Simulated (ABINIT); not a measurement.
**AlN (F-43m): G0W0 in ABINIT against the bands in the screening**

How does the gap of AlN (F-43m) converge in the bands in the screening?

Calculated with ABINIT 10.8.3; PBE and many-body steps on it, plane waves.

Report form: the programs' logs are mostly left out.

## (1) Starting point

The structure is cubic, space group F-43m (No. 216). Conventional cell: a = 4.368 Å, b = 4.368 Å, c = 4.368 Å, α = 90.00°, β = 90.00°, γ = 90.00°. Al has 4 N at 1.89 Å nearest. N has 4 Al at 1.89 Å nearest. Farther neighbours and most contacts between anions are not listed.

The cell and positions are those that the Materials Project relaxed with its own functionals (PBE, PBE+U or r2SCAN), kept fixed. This is not the form that AlN usually takes at ambient conditions.

## (2) Screening, 6×6×6 mesh, 12 bands, screening to 261.2 eV

This step: ABINIT 10.8.3; RPA screening on PBE, plane waves, norm-conserving pseudopotentials.

The RPA dielectric matrix is built and inverted for each q.

Input file run.abi:

```
acell 3*1.0 Angstrom
rprim 
  -0.000000000000 2.183993559600 2.183993559600
  2.183993559600 -0.000000000000 2.183993559600
  2.183993559600 2.183993559600 -0.000000000000
ntypat 2
znucl 13 7
natom 2
typat 1 2
xred 
  0.000000000000 0.000000000000 0.000000000000
  0.750000000000 0.750000000000 0.750000000000
pp_dirpath "pseudos"
pseudos "Al.upf, N.upf"
ecut 36
ngkpt 6 6 6
nshiftk 1
shiftk 0 0 0
kptopt 1
chksymbreak 0
istwfk *1
occopt 1
irdwfk 1
optdriver 3
nband 12
ecuteps 9.6
inclvkb 2
awtr 1
symchi 1
indata_prefix "in"
outdata_prefix "out"
tmpdata_prefix "tmp"
```

The run is started by

```console
$ OMP_NUM_THREADS=1 mpirun -n 8 abinit run.abi > log
```

The job ended after 2.4 s (8 MPI ranks of AMD EPYC 9R45, shared host; peak memory 0.11 GiB).

Numbers from this step:

| Item | Value |
| --- | --- |
| ε∞ with local fields, on this mesh, along the program's q direction | 4.324 |
| the same without local fields | 4.726 |
| plasma frequency | 23.01 eV |
| plane waves in the screening matrix | 181 |

Local fields lower ε∞ by 8 %.

## (3) 12 bands

This step: G0W0 on PBE, plane waves, norm-conserving pseudopotentials.

Edit run.abi of step 2 so:

```diff
@@ -23,8 +23,17 @@
 irdwfk 1
-optdriver 3
-nband 12
+optdriver 4
+nband 99
+gwcalctyp 0
+ecutsigx 36
+symsigma 1
+nkptgw 2
+kptgw 
+  0.0000000000 0.0000000000 0.0000000000
+  0.5000000000 0.5000000000 0.0000000000
+bdgw 
+  2 8
+  3 6
 ecuteps 9.6
-inclvkb 2
-awtr 1
-symchi 1
+irdscr 1
+ppmodel 1
 indata_prefix "in"
```

It took 4.6 s on 8 MPI ranks; peak memory 1.3 GiB; 35 s of CPU time.

Numbers from this step:

| Quantity | Value |
| --- | --- |
| G0W0 gap on the points computed | 4.535 eV |
| starting gap on the mesh | 3.325 eV |
| k of the valence top | 0, 0, 0 |
| k of the conduction bottom | 0.5, 0.5, 0 |
| Z at the valence top | 0.784 |
| Z at the conduction bottom | 0.837 |
| least direct G0W0 gap on the computed points | 5.590 eV |

## (4) Screening, 6×6×6 mesh, 25 bands, screening to 261.2 eV

This step: RPA screening on PBE, plane waves, norm-conserving pseudopotentials.

Edit run.abi of step 3 so:

```diff
@@ -23,17 +23,8 @@
 irdwfk 1
-optdriver 4
-nband 99
-gwcalctyp 0
-ecutsigx 36
-symsigma 1
-nkptgw 2
-kptgw 
-  0.0000000000 0.0000000000 0.0000000000
-  0.5000000000 0.5000000000 0.0000000000
-bdgw 
-  2 8
-  3 6
+optdriver 3
+nband 25
 ecuteps 9.6
-irdscr 1
-ppmodel 1
+inclvkb 2
+awtr 1
+symchi 1
 indata_prefix "in"
```

Wall time 4 s (8 MPI ranks); peak memory 0.85 GiB.

Numbers from this step:

* ε∞ with local fields, on this mesh, along the program's q direction: 4.338
* the same without local fields: 4.780
* plasma frequency: 23.01 eV
* plane waves in the screening matrix: 181

## (5) 25 bands

The self-energy is evaluated for the states that the input lists, and the levels follow from it, in one-shot runs by the linearised quasiparticle equation.

This step: G0W0 on PBE, plane waves, norm-conserving pseudopotentials.

Edit run.abi of step 4 so:

```diff
@@ -23,8 +23,17 @@
 irdwfk 1
-optdriver 3
-nband 25
+optdriver 4
+nband 99
+gwcalctyp 0
+ecutsigx 36
+symsigma 1
+nkptgw 2
+kptgw 
+  0.0000000000 0.0000000000 0.0000000000
+  0.5000000000 0.5000000000 0.0000000000
+bdgw 
+  2 8
+  3 6
 ecuteps 9.6
-inclvkb 2
-awtr 1
-symchi 1
+irdscr 1
+ppmodel 1
 indata_prefix "in"
```

It took 4.6 s on 8 MPI ranks; peak memory 1.3 GiB; 35 s of CPU time.

This step gave:

```yaml
g0w0_gap_on_the_points_computed: 4.475 eV
starting_gap_on_the_mesh: 3.325 eV
k_of_the_valence_top: 0, 0, 0
k_of_the_conduction_bottom: 0.5, 0.5, 0
z_at_the_valence_top: 0.786
z_at_the_conduction_bottom: 0.836
least_direct_g0w0_gap_on_the_computed_points: 5.551 eV
```

The gap on the mesh goes from 3.32 eV to 4.48 eV, a correction of +1.15 eV.

## (6) Screening, 6×6×6 mesh, 99 bands, screening to 261.2 eV

This step: RPA screening on PBE, plane waves, norm-conserving pseudopotentials.

Edit run.abi of step 5 so:

```diff
@@ -23,17 +23,8 @@
 irdwfk 1
-optdriver 4
+optdriver 3
 nband 99
-gwcalctyp 0
-ecutsigx 36
-symsigma 1
-nkptgw 2
-kptgw 
-  0.0000000000 0.0000000000 0.0000000000
-  0.5000000000 0.5000000000 0.0000000000
-bdgw 
-  2 8
-  3 6
 ecuteps 9.6
-irdscr 1
-ppmodel 1
+inclvkb 2
+awtr 1
+symchi 1
 indata_prefix "in"
```

Elapsed: 11 s, on 8 MPI ranks; peak memory 1.2 GiB.

Numbers from this step:

```
ε∞ with local fields, on this mesh, along the program's q direction : 4.348
the same without local fields                                       : 4.791
plasma frequency                                                    : 23.01 eV
plane waves in the screening matrix                                 : 181
```

## (7) 99 bands

This step: G0W0 on PBE, plane waves, norm-conserving pseudopotentials.

Edit run.abi of step 6 so:

```diff
@@ -23,8 +23,17 @@
 irdwfk 1
-optdriver 3
+optdriver 4
 nband 99
+gwcalctyp 0
+ecutsigx 36
+symsigma 1
+nkptgw 2
+kptgw 
+  0.0000000000 0.0000000000 0.0000000000
+  0.5000000000 0.5000000000 0.0000000000
+bdgw 
+  2 8
+  3 6
 ecuteps 9.6
-inclvkb 2
-awtr 1
-symchi 1
+irdscr 1
+ppmodel 1
 indata_prefix "in"
```

Wall time 4.6 s (8 MPI ranks); peak memory 1.3 GiB; 35 s of CPU time.

This step gave:

```yaml
g0w0_gap_on_the_points_computed: 4.52 eV
starting_gap_on_the_mesh: 3.325 eV
k_of_the_valence_top: 0, 0, 0
k_of_the_conduction_bottom: 0.5, 0.5, 0
least_direct_g0w0_gap_on_the_computed_points: 5.586 eV
```

Against the run before, the gap moves by +0.045 eV.

## (8) Screening, 6×6×6 mesh, 225 bands, screening to 261.2 eV

This step: RPA screening on PBE, plane waves, norm-conserving pseudopotentials.

Edit run.abi of step 7 so:

```diff
@@ -23,17 +23,8 @@
 irdwfk 1
-optdriver 4
-nband 99
-gwcalctyp 0
-ecutsigx 36
-symsigma 1
-nkptgw 2
-kptgw 
-  0.0000000000 0.0000000000 0.0000000000
-  0.5000000000 0.5000000000 0.0000000000
-bdgw 
-  2 8
-  3 6
+optdriver 3
+nband 225
 ecuteps 9.6
-irdscr 1
-ppmodel 1
+inclvkb 2
+awtr 1
+symchi 1
 indata_prefix "in"
```

Elapsed: 24 s, on 8 MPI ranks; peak memory 1.9 GiB.

This step gave:

* ε∞ with local fields, on this mesh, along the program's q direction: 4.350
* the same without local fields: 4.792
* plasma frequency: 23.01 eV
* plane waves in the screening matrix: 181

## (9) 225 bands

This step: G0W0 on PBE, plane waves, norm-conserving pseudopotentials.

Edit run.abi of step 8 so:

```diff
@@ -23,8 +23,17 @@
 irdwfk 1
-optdriver 3
-nband 225
+optdriver 4
+nband 99
+gwcalctyp 0
+ecutsigx 36
+symsigma 1
+nkptgw 2
+kptgw 
+  0.0000000000 0.0000000000 0.0000000000
+  0.5000000000 0.5000000000 0.0000000000
+bdgw 
+  2 8
+  3 6
 ecuteps 9.6
-inclvkb 2
-awtr 1
-symchi 1
+irdscr 1
+ppmodel 1
 indata_prefix "in"
```

Run time: 4.6 s. Hardware: 8 MPI ranks; peak memory 1.3 GiB; 35 s of CPU time.

This step gave:

```
G0W0 gap on the points computed              : 4.538 eV
starting gap on the mesh                     : 3.325 eV
k of the valence top                         : 0, 0, 0
k of the conduction bottom                   : 0.5, 0.5, 0
least direct G0W0 gap on the computed points : 5.589 eV
```

Against the run before, the gap moves by +0.018 eV.

## (10) The runs together

Times are wall times on 8 MPI ranks of AMD EPYC 9R45, shared host, good to a factor of about two. A run's time includes the screening step that it read.

```csv
run,mesh,bands,screening cutoff (eV),DFT gap (eV),gap on the mesh (eV),direct (eV),ε∞ used,time
12 bands,6×6×6,99,261.2,3.325,4.535,5.590,4.32,7 s
25 bands,6×6×6,99,261.2,3.325,4.475,5.551,4.34,8.6 s
99 bands,6×6×6,99,261.2,3.325,4.520,5.586,4.35,15 s
225 bands,6×6×6,99,261.2,3.325,4.538,5.589,4.35,28 s
```

## (11) What came out

| Property | Result |
| --- | --- |
| 12 bands | 4.535 eV |
| 25 bands | 4.475 eV |
| 99 bands | 4.520 eV |
| 225 bands | 4.538 eV |
| known limits | not at the basis limit |

**Reading.** The setting moved: bands in the screening. From 12 bands to 225 bands the gap moves by +0.003 eV, for 4.0 times the time, not steadily: it passes through 4.48 eV. The last step still moves it by +0.018 eV. Bands and screening cutoff are coupled, so a series along one setting does not show full convergence. Bands and cutoff are finite, so the gap is not at the basis limit. The miss can reach some tenths of an eV and take either sign; the mesh is an error of its own. In the first G0W0 run levels were corrected at 2 k points alone, so a gap called «on the mesh» is the least over those, and an edge elsewhere would be missed.

[Paths, hosts, dates, memory and timing lines, banners, echoed tables and standing remarks are left out of the program output.]

[Logs are printed without paths, hosts, clocks, repeated set-up lines and the standing remarks that a program may print on its own settings, such as how far it seeks lower states.]

[Runs of the session that timed out or met a known fault of the program may be left out.]

[No measured gap is set beside runs whose start may be inverted or whose files or cutoffs have a known fault.]

[Hosts, paths, dates, database ids (printed as entryN), source tags and the programs' standing remarks are cut or masked in the printed files.]

[G0W0 gaps are taken among the corrected bands and points alone; a level outside them can change the order at an edge.]

[Where Ansatz stands beside ABINIT at settings called matched, ABINIT's density can come from a denser mesh and the files from another edition; pairs whose starting gaps differed by over 0.03 eV were left out, so agreement reads better than it is.]
